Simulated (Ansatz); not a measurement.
# How ionic liquid triethylsulfonium TFSI- with water changes with density

How do energy, pressure, forces, levels, charges and cost follow the density?

Computed with Ansatz 0.2.0: Kohn-Sham DFT, PBE+D4, PAW (set soft_2). Every run is a single point, with the atoms held where the recipe put them (cutoff of the plane-wave runs 420 eV, fixed occupations).

First member: 3 triethylsulfonium, 3 TFSI-, 3 H2O placed at random, at 1.3 g/cm³; overlaps pushed apart, then 10 ps at 700 K with MMFF94 bonds, angles, torsions, charges and radii (Halgren, J. Comput. Chem. 17, 490 (1996)) in harmonic and 12-6 forms; SPC/E water (Berendsen, Grigera and Straatsma, J. Phys. Chem. 91, 6269 (1987)); charges of ions scaled by 0.8. Snapshot after 30 ps at 300 K and fixed volume.

Last member: 3 triethylsulfonium, 3 TFSI-, 3 H2O placed at random, at 1.74 g/cm³; overlaps pushed apart, then 10 ps at 700 K with MMFF94 bonds, angles, torsions, charges and radii (Halgren, J. Comput. Chem. 17, 490 (1996)) in harmonic and 12-6 forms; SPC/E water (Berendsen, Grigera and Straatsma, J. Phys. Chem. 91, 6269 (1987)); charges of ions scaled by 0.8. Snapshot after 30 ps at 300 K and fixed volume.

The members:

| density (g/cm³) | reduced formula | atoms | valence electrons | k-mesh | basis | density (g/cm³) |
| --- | --- | --- | --- | --- | --- | --- |
| 1.304 | H17C8S3NO5F6 | 120 | 432 | 1×1×1 | plane waves | 1.30 |
| 1.377 | H17C8S3NO5F6 | 120 | 432 | 1×1×1 | plane waves | 1.38 |
| 1.449 | H17C8S3NO5F6 | 120 | 432 | 1×1×1 | plane waves | 1.45 |
| 1.536 | H17C8S3NO5F6 | 120 | 432 | 1×1×1 | plane waves | 1.54 |
| 1.623 | H17C8S3NO5F6 | 120 | 432 | 1×1×1 | plane waves | 1.62 |
| 1.739 | H17C8S3NO5F6 | 120 | 432 | 1×1×1 | plane waves | 1.74 |

Each cell is one sample from a classical run, so sample-to-sample scatter enters every column; pressures lack the kinetic term, and hold the strain of bonds inside molecules, whose lengths the classical model set.

The input of the first member, without its atom lines; other members have their own cell and atoms, and may differ in mesh, basis and outputs:

```yaml
crystal:
  lattice:
    - [11.68281, 0.0, 0.0]
    - [0.0, 11.68281, 0.0]
    - [0.0, 0.0, 11.68281]
  atoms:
    [... 120 lines ...]
kpoints:
  mp_grid: { grid: [1, 1, 1] }
hamiltonian:
  xc: pbe
  dispersion: d4
scf:
  occupations: { method: fixed }
output:
  forces: true
  stress: true
  populations: true
  dos:
    method: { smearing: { sigma: 0.1 } }
    de: 0.1
    projected: { site_lists: { C: [C], F: [F], H: [H], "N": ["N"], O: [O] } }
  eigenvalues: true
  write_density: true
  write_potential: true
  volumetric_format: npy
```

Results; charges are mean Löwdin charges in e:

| density (g/cm³) | energy less the first member's (meV/atom) | pressure (GPa) | r.m.s. force (eV/Å) | gap (eV) | q(S) | q(N) | q(H) |
| --- | --- | --- | --- | --- | --- | --- | --- |
| 1.304 | 0.0 | 1.81 | 0.896 | 2.80 | +1.74 | -0.87 | +0.24 |
| 1.377 | 0.4 | 1.98 | 0.896 | 2.54 | +1.72 | -0.87 | +0.24 |
| 1.449 | 2.3 | 1.94 | 0.991 | 2.79 | +1.73 | -0.88 | +0.23 |
| 1.536 | 0.1 | 1.72 | 0.902 | 2.75 | +1.71 | -0.85 | +0.23 |
| 1.623 | -0.5 | 1.87 | 0.969 | 3.09 | +1.74 | -0.86 | +0.23 |
| 1.739 | -10.5 | 2.74 | 0.949 | 4.24 | +1.75 | -0.88 | +0.22 |

The gap is that between the highest filled and lowest empty Kohn-Sham level on the run's k-points, and semilocal functionals tend to put gaps under measured ones. Atoms aren't relaxed at this level, so pressure against density here is no equation of state. The projection misses up to 0.056 e an atom, so the charges add up to more than the cell's charge.

Cost on 8 threads of Arm Neoverse V1, shared host:

| density (g/cm³) | atoms | basis | k-mesh | SCF cycles | time | host memory (GiB) |
| --- | --- | --- | --- | --- | --- | --- |
| 1.304 | 120 | plane waves | 1×1×1 | 11 | 13 s | 1.9 |
| 1.377 | 120 | plane waves | 1×1×1 | 10 | 13 s | 1.9 |
| 1.449 | 120 | plane waves | 1×1×1 | 10 | 13 s | 1.8 |
| 1.536 | 120 | plane waves | 1×1×1 | 11 | 12 s | 1.7 |
| 1.623 | 120 | plane waves | 1×1×1 | 11 | 13 s | 1.6 |
| 1.739 | 120 | plane waves | 1×1×1 | 10 | 12 s | 1.5 |

Times include the outputs that each run asked for, on hosts shared with other jobs.

**Reading.** The energy against the first member is lowest at 1.74 g/cm³ (-10.5 meV/atom) and highest at 1.45 g/cm³ (2.3 meV/atom); each member is a single configuration. The gap is lowest at 1.38 g/cm³ (2.54 eV) and highest at 1.74 g/cm³ (4.24 eV); in single samples it varies with the configuration. The mean charge on S is lowest at 1.54 g/cm³ (+1.71 e) and highest at 1.74 g/cm³ (+1.75 e), with no steady trend. The pressure is lowest at 1.54 g/cm³ (1.7 GPa) and highest at 1.74 g/cm³ (2.7 GPa), with no steady trend.

**Limits.** The network of contacts between molecules at the start is that of the classical potential that made the cell, and needn't be the one that DFT or experiment would give. The cells aren't relaxed by DFT, which could reorder their energies.

[Logs are printed without paths, hosts, clocks, repeated set-up lines and the standing remarks that a program may print on its own settings, such as how far it seeks lower states.]

[Hosts, paths, dates, database ids (printed as entryN), source tags and the programs' standing remarks are cut or masked in the printed files.]

[The MMFF94 radii named for the starting cell were scaled by 0.96; in molecules described by MMFF94, hydrogen bound to N, O or S took a small fixed 12-6 site in their place.]
